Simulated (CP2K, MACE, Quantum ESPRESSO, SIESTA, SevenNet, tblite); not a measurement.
# Predicting plane-wave site energies from SevenNet l3i5: a vacancy of C in (5,5) carbon nanotube bundle (80 atoms)

The cell holds 80 atoms: 80 C. Its edges and angles: a = 10.081 Å, b = 10.081 Å, c = 9.721 Å, α = 90.0°, β = 90.0°, γ = 120.0°. It derives from C (graphene). Graphene sheet (a = 2.46 Å) rolled into a (5,5) tube of diameter 6.78 Å, 4 periods, hexagonal bundle with 3.3 Å between walls; minimised with a classical potential (one cell length free). Then the atoms were relaxed with MACE MPA-0 medium in the fixed cell.

Calculated with Quantum ESPRESSO 7.5: PBE; plane waves, SSSP efficiency, 45/360 Ry; k-points Γ. The cheaper level is SevenNet l3i5, trained on PBE(+U) plane-wave data, no dispersion term. Each row is one cell with a vacancy of C, relaxed with MACE MPA-0 medium; both levels solve the same cells, and energies are counted from site C1 at each level.

| energy from SevenNet l3i5 (eV) | energy from plane waves (eV) | site |
| --- | --- | --- |
| 0.000 | 0 | C1 |
| 0.047 | 0.07579 | C78 |
| 0.074 | ? | ? |
| 0.121 | 0.1273 | C15 |
| 0.121 | 0.1276 | C46 |

**Question.** Fit a straight line to the rows given and interpolate to the withheld row.

**Working.**

Take u as the energy from SevenNet l3i5 and v as that from plane waves.

| u (eV) | v (eV) |
| --- | --- |
| 0 | 0 |
| 0.0474850 | 0.0757860 |
| 0.120910 | 0.127268 |
| 0.121033 | 0.127621 |

With n = 4: mean u = 0.0723570, mean v = 0.0826688, Σ(u − ū)² = 0.010581, Σ(u − ū)(v − v̄) = 0.010506. Slope b = 0.010506 / 0.010581 = 0.99296; intercept a = v̄ − b ū = 0.010821.

At the withheld site u = 0.07385, and v = a + b u.

Prediction at 0.074: 0.08415 eV. The run gave 0.09566 eV, so the fit is low by 0.012 eV (12 % of the value).

The slope of 0.99 says that SevenNet l3i5 spreads the sites about as widely as plane waves do. Taken as it stands, without the line, its value misses the withheld site by 0.022 eV. Among the rows given, the largest miss of the fit is at 0.047, by 0.018 eV (14 % of the range of the table).

Limits: Few sites, one cell. The geometries are those of MACE MPA-0 medium, not of DFT.

[Hosts, paths, dates, database ids (printed as entryN), source tags and the programs' standing remarks are cut or masked in the printed files.]
